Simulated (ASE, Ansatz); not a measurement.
# Twisted h-AlN/h-SiC alternating trilayer, 17.90° (186 atoms): support functions against a reference, part 2 of 2

Aim: test how closely localised support functions follow the reference on twisted h-AlN/h-SiC alternating trilayer, 17.90° (186 atoms), and at what cost. A setting counts as converged where the r.m.s. difference of forces stays under 1 % of the r.m.s. force.

Ansatz 0.2.0; Kohn-Sham DFT, PBE+D3(BJ), PAW (set soft_2), plane waves.

The cell: 62 Al, 62 N, 31 Si and 31 C. Beside vacuum, support functions can miss their usual error bounds without a warning. Only the Γ point is sampled, in a cell whose shortest periodic width is 15 Å.

So far. Step 2 (Plane-wave single point): Valence density in the ca plane at fractional y = 0.010, with atoms of N and Al and Si and C within 0.2 Å of it. It is the smooth field of the valence electrons, not physical close to the nuclei.

## 3. Distances and neighbours

Bonds and neighbours are counted at the geometry of the runs.

Normalised to the volume that the atoms fill. g(r), total and by pair (bins of 0.2 Å):

| r (Å) | total | Al-Al | Al-N | Al-C | Al-Si | N-N | N-C |
| --- | --- | --- | --- | --- | --- | --- | --- |
| 1.70 | 2.52 | 0.00 | 7.55 | 0.00 | 0.00 | 0.00 | 0.00 |
| 1.90 | 1.82 | 0.00 | 5.50 | 0.00 | 0.00 | 0.00 | 0.00 |
| 2.10 | 0.00 | 0.00 | 0.00 | 0.00 | 0.00 | 0.00 | 0.00 |
| 2.30 | 0.00 | 0.00 | 0.00 | 0.00 | 0.00 | 0.00 | 0.00 |
| 2.50 | 0.00 | 0.00 | 0.00 | 0.00 | 0.00 | 0.00 | 0.00 |
| 2.70 | 0.00 | 0.00 | 0.00 | 0.00 | 0.00 | 0.00 | 0.00 |
| 2.90 | 0.00 | 0.00 | 0.00 | 0.00 | 0.00 | 0.00 | 0.00 |
| 3.10 | 2.96 | 8.64 | 0.00 | 0.18 | 0.13 | 8.69 | 0.13 |
| 3.30 | 0.59 | 0.00 | 0.00 | 1.21 | 1.41 | 0.00 | 1.45 |
| 3.50 | 1.14 | 0.00 | 1.74 | 1.15 | 1.21 | 0.00 | 1.13 |
| 3.70 | 1.01 | 0.00 | 1.51 | 1.17 | 1.31 | 0.00 | 1.33 |
| 3.90 | 0.41 | 0.00 | 0.00 | 1.17 | 0.65 | 0.00 | 0.67 |
| 4.10 | 0.43 | 0.00 | 0.00 | 0.89 | 1.04 | 0.00 | 1.01 |
| 4.30 | 0.45 | 0.00 | 0.00 | 0.92 | 1.18 | 0.00 | 1.17 |
| 4.50 | 0.39 | 0.00 | 0.00 | 1.12 | 0.59 | 0.00 | 0.59 |
| 4.70 | 1.67 | 0.00 | 3.71 | 0.78 | 1.20 | 0.00 | 1.20 |
| 4.90 | 0.34 | 0.00 | 0.01 | 0.98 | 0.53 | 0.00 | 0.50 |
| 5.10 | 0.43 | 0.00 | 0.00 | 0.71 | 1.20 | 0.00 | 1.23 |
| 5.30 | 0.95 | 1.85 | 0.00 | 0.97 | 0.53 | 1.71 | 0.61 |
| 5.50 | 0.74 | 1.04 | 0.00 | 0.64 | 1.11 | 1.19 | 1.03 |
| 5.70 | 0.28 | 0.00 | 0.00 | 0.83 | 0.47 | 0.00 | 0.44 |
| 5.90 | 0.35 | 0.00 | 0.00 | 0.71 | 0.83 | 0.00 | 0.85 |
| 6.10 | 0.25 | 0.01 | 0.00 | 0.67 | 0.44 | 0.05 | 0.44 |
| 6.30 | 1.12 | 2.50 | 0.00 | 0.53 | 0.97 | 2.47 | 0.96 |
| 6.50 | 1.03 | 0.00 | 2.47 | 0.77 | 0.39 | 0.00 | 0.40 |
| 6.70 | 0.43 | 0.00 | 0.50 | 0.60 | 0.85 | 0.00 | 0.84 |
| 6.90 | 0.27 | 0.00 | 0.00 | 0.67 | 0.52 | 0.00 | 0.52 |
| 7.10 | 0.83 | 1.68 | 0.53 | 0.43 | 0.79 | 1.68 | 0.80 |

Bonds by pair of elements; cutoffs follow the first minimum of g(r), held within bounds set by covalent radii, and pairs that aren't listed don't count as bonded:

| pair A-B | cutoff (Å) | bonds | mean length (Å) | spread (Å) | shortest (Å) | B about A | A about B |
| --- | --- | --- | --- | --- | --- | --- | --- |
| Al-N | 2.25 | 186 | 1.80 | 0.015 | 1.76 | 3 | 3 |
| C-Si | 2.23 | 93 | 1.80 | 0.011 | 1.77 | 3 | 3 |

How many atoms have how many bonded neighbours:

| element | mean | 3 |
| --- | --- | --- |
| Al | 3 | 62 |
| C | 3 | 31 |
| N | 3 | 62 |
| Si | 3 | 31 |

Bond angles (no mean is given where the spread exceeds 20°):

| angle | count | mean (°) | spread (°) |
| --- | --- | --- | --- |
| N-Al-N | 186 | 120 | 0.7 |
| Al-N-Al | 186 | 120 | 0.7 |
| Si-C-Si | 93 | 120 | 0.6 |
| C-Si-C | 93 | 120 | 0.6 |

Counting bonds as in the table, all Al atoms have 3, all C atoms have 3, all N atoms have 3 and all Si atoms have 3 bonded neighbours. The N-Al-N angle averages 120° with a spread of 0.7°.

A closer look about Al179, which bears the longest force: 10 atoms, nearest first, numbered in the order of the input, with positions taken from that point.

| atom | x | y | z | distance (Å) | bonds | Löwdin charge (e) | Fx | Fy | Fz (eV/Å) |
| --- | --- | --- | --- | --- | --- | --- | --- | --- | --- |
| Al179 | 0.00 | 0.00 | 0.00 | 0.00 | 3 | 1.16 | 0.14 | 1.22 | -0.13 |
| N170 | -1.66 | -0.63 | -0.02 | 1.77 | 3 | -1.09 | -0.66 | 0.32 | 0.21 |
| N180 | 1.40 | -1.10 | -0.02 | 1.78 | 3 | -1.08 | 0.48 | -0.20 | 0.09 |
| N182 | 0.27 | 1.82 | -0.02 | 1.84 | 3 | -1.07 | -0.11 | -0.98 | 0.13 |
| Al167 | -1.97 | -2.38 | 0.00 | 3.09 | 3 | 1.15 | 0.18 | -0.61 | -0.26 |
| Al177 | 1.12 | -2.88 | 0.00 | 3.09 | 3 | 1.14 | -0.13 | -0.06 | -0.17 |
| Al127 | 3.08 | -0.45 | -0.02 | 3.11 | 3 | 1.15 | 0.02 | -0.36 | -0.07 |
| Al169 | -3.09 | 0.50 | -0.01 | 3.13 | 3 | 1.14 | 0.69 | 0.20 | 0.10 |
| Al129 | 1.95 | 2.44 | -0.01 | 3.13 | 3 | 1.15 | 0.05 | 0.02 | -0.01 |
| Al181 | -1.12 | 2.95 | 0.00 | 3.16 | 3 | 1.15 | -0.07 | -0.46 | -0.24 |

The column of bonds counts only the pairs Al-N within 2.25 Å, C-Si within 2.23 Å; other neighbours, such as metal atoms beside each other in a compound, aren't counted, and periodic images can show an atom twice.

## 4. Support functions medium

With localised support functions most steps grow linearly with size, though the diagonalisation grows faster unless the density matrix is cut; this run measures error and cost at this size.

This step: Kohn-Sham DFT, PBE+D3(BJ), PAW (set soft_2), localised support functions (medium) (Ansatz 0.2.0).

The input, input.yaml:

```yaml
crystal:
  lattice:
    - [17.3436, 0.0, 0.0]
    - [-8.6718, 15.02, 0.0]
    - [0.0, 0.0, 20.35]
  atoms:
    [... the 186 atom lines of step 2 ...]
kpoints:
  mp_grid: { grid: [1, 1, 1] }
hamiltonian:
  xc: pbe
  dispersion: d3bj
scf:
  occupations: { method: fixed }
  eigensolver: { kind: { support_functions: { accuracy: medium } } }
  mixing: { beta: 0.4 }
  max_iter: 150
output:
  forces: true
  eigenvalues: true
```

On the command line:

```
ansatz run input.yaml --threads 8 --pin off --max-ram 15872MiB --backend cpu --events-out ev --progress --plain --runs-dir out
```

Numbers of over 12 decimals in the logs are rounded to 6 here.

Output:

```text
Warning: scf.eigensolver.kind.support_functions: disabling space-group detection — the functions' gradient is summed over unrotated k-points, so no spatial operation reduces the k-mesh or symmetrises the density; time reversal is kept, so that k and −k are solved as one point where they differ and the mesh holds both, and exact exchange and, on two spinor components, a DFT+U term hold to it where the run has them: [...]
settings of this run that can trade accuracy for cost: scf.eigensolver.kind.support_functions [...]
[...]
Crystal: 186 atoms, lattice volume = 5301.193 Å³
Basis set: ecut = 420 eV, 103563 PW (Γ), exchange–correlation on 240×240×288 points (8 copies of the dense FFT grid, shifted against one another)
Bands: 447, of which v1, the nominal top of the filled ones, is band 372 counted from 1 (371 counted from 0)
Symmetry: 1 space group operations
k-points: 1
[...]
SCF iter   1: F=—  HF=-84920.157024 eV  |F-HF|=—  |Δ(HF+E_count)|=         —  Δρ=1.14e-1  dr2=9.14e2  ethr=1.00e-1
[...]
SCF iter  13: F=—  HF=-84741.172767 eV  |F-HF|=—  |Δ(HF+E_count)|=   1.61e-3  Δρ=1.02e-5  dr2=4.89e-6  ethr=2.36e-9  κ⁻¹=2.6e-6(r=7)
SCF iter  14: F=-84741.172770 eV  HF=-84741.172770 eV  |F-HF|=5.19e-8  |Δ(HF+E_count)|=   3.47e-6  Δρ=2.75e-6  dr2=3.07e-7  ethr=6.58e-10
SCF 1 converged in 14 iterations: F = -84741.192804 eV  dr2 = 3.07e-7
[...]
SCF converged after 14 iterations
Stability not checked: this state was not tested for a lower state beside it, because the mixer in use, unlike msr1, does not test its closes by its own steps (another_mixer; see scf.mixing.algorithm and scf.lower_state_search)
Free energy (F): -84741.192804 eV
[...]
Internal energy: -84741.192804 eV  (E = F + TS)
E sigma→0 (E₀):  -84741.192804 eV
Fermi energy:    0.035560 eV
[...]
Σ components = -84741.192804   (vs F -84741.192804, Δ=0.00e0)
--- Forces (eV/Å), atoms counted from 1 ---
  atom   1  Al     0.15015244    -0.01301308    -0.01444289
  atom   2  N     -0.37862402    -0.87950935    -0.34388922
  atom   3  Al    -0.18618086     0.19496709     0.07990449
  atom   4  N      0.41279813    -0.14193981    -0.18583305
[...]
atom 186  N     -0.42261571     0.19917707     0.29337473
  max |Σ_I F_I| component: 7.33e-3 eV/Å
--- Band table (eV) ---
[...]
```

Wall time 2.3 min (8 threads of Arm Neoverse V2, shared host); peak memory 8.4 GiB; 18 min of CPU time.

The program notes that the band table was not solved further than the SCF left it and it switched symmetry off.

Keys that differ from the reference: support_functions.accuracy = "medium", scf.max_iter = 150 and scf.mixing.beta = 0.4.

Forces differ from the reference by 0.31 meV/Å r.m.s., 0.093 % of their size, well within a tolerance of 1 %; the energy by -2.6 meV/atom. It took 2.3 min and 14 cycles; the reference's time can't be set against it, since the two runs asked for unlike analyses.

## 5. All settings compared

Each row is set against the plane-wave reference (Kohn-Sham DFT, PBE+D3(BJ), PAW (set soft_2), plane waves; r.m.s. force component 0.336 eV/Å). Energies are set beside the reference only for runs with its functional, potentials and electron count. Times are for 8 threads of Arm Neoverse V2, shared host. The reference's time includes the DOS and grids, which some other runs skip.

| run | Δ force, r.m.s. (meV/Å) | share of r.m.s. force (%) | Δ energy (meV/atom) | Δ gap (eV) | cycles | time | host memory (GiB) |
| --- | --- | --- | --- | --- | --- | --- | --- |
| reference | - | - | - | - | 9 | 71 s | 7.4 |
| support functions medium | 0.311 | 0.0927 | -2.61 | 0 | 14 | 2.3 min | 8.4 |

## 6. Results

```json
{
 "free energy per atom": "-455.5952 eV/atom",
 "r.m.s. force component": "0.3356 eV/Å",
 "gap (highest filled to lowest empty level)": "1.684 eV",
 "potential in mid-vacuum, over the Fermi level": "4.79 eV",
 "wall time of the 2 DFT runs": "3.5 min"
}
```

Against plane waves at 420 eV, the forces differ by 0.31 meV/Å (0.093 %) with support functions medium. At 186 atoms the run with support functions medium takes roughly 2.0 times the time of plane waves (whose run also made extra analyses, so the like-for-like ratio is larger), in 14 SCF cycles against 9. Differences between support functions and plane waves include what basis error the plane-wave run still has.

The highest filled and lowest empty levels differ by 1.68 eV at Γ alone; the mesh holds the band edges only if they fold onto it, so the gap at this level can be narrower or closed, while semilocal functionals tend to narrow gaps against experiment. The potential stands 4.78 eV above the highest filled level over the upper face and 4.79 eV under the lower one, a reading of the ionisation potential at this level on the run's k-points. Counting bonds as in the table, all Al atoms have 3, all C atoms have 3, all N atoms have 3 and all Si atoms have 3 bonded neighbours.

What to keep in mind: The geometry was built by rule, was displaced at random and isn't relaxed at this level: its force components are 0.34 eV/Å r.m.s.

[Logs are printed without paths, hosts, clocks, repeated set-up lines and the standing remarks that a program may print on its own settings, such as how far it seeks lower states.]

[Hosts, paths, dates, database ids (printed as entryN), source tags and the programs' standing remarks are cut or masked in the printed files.]
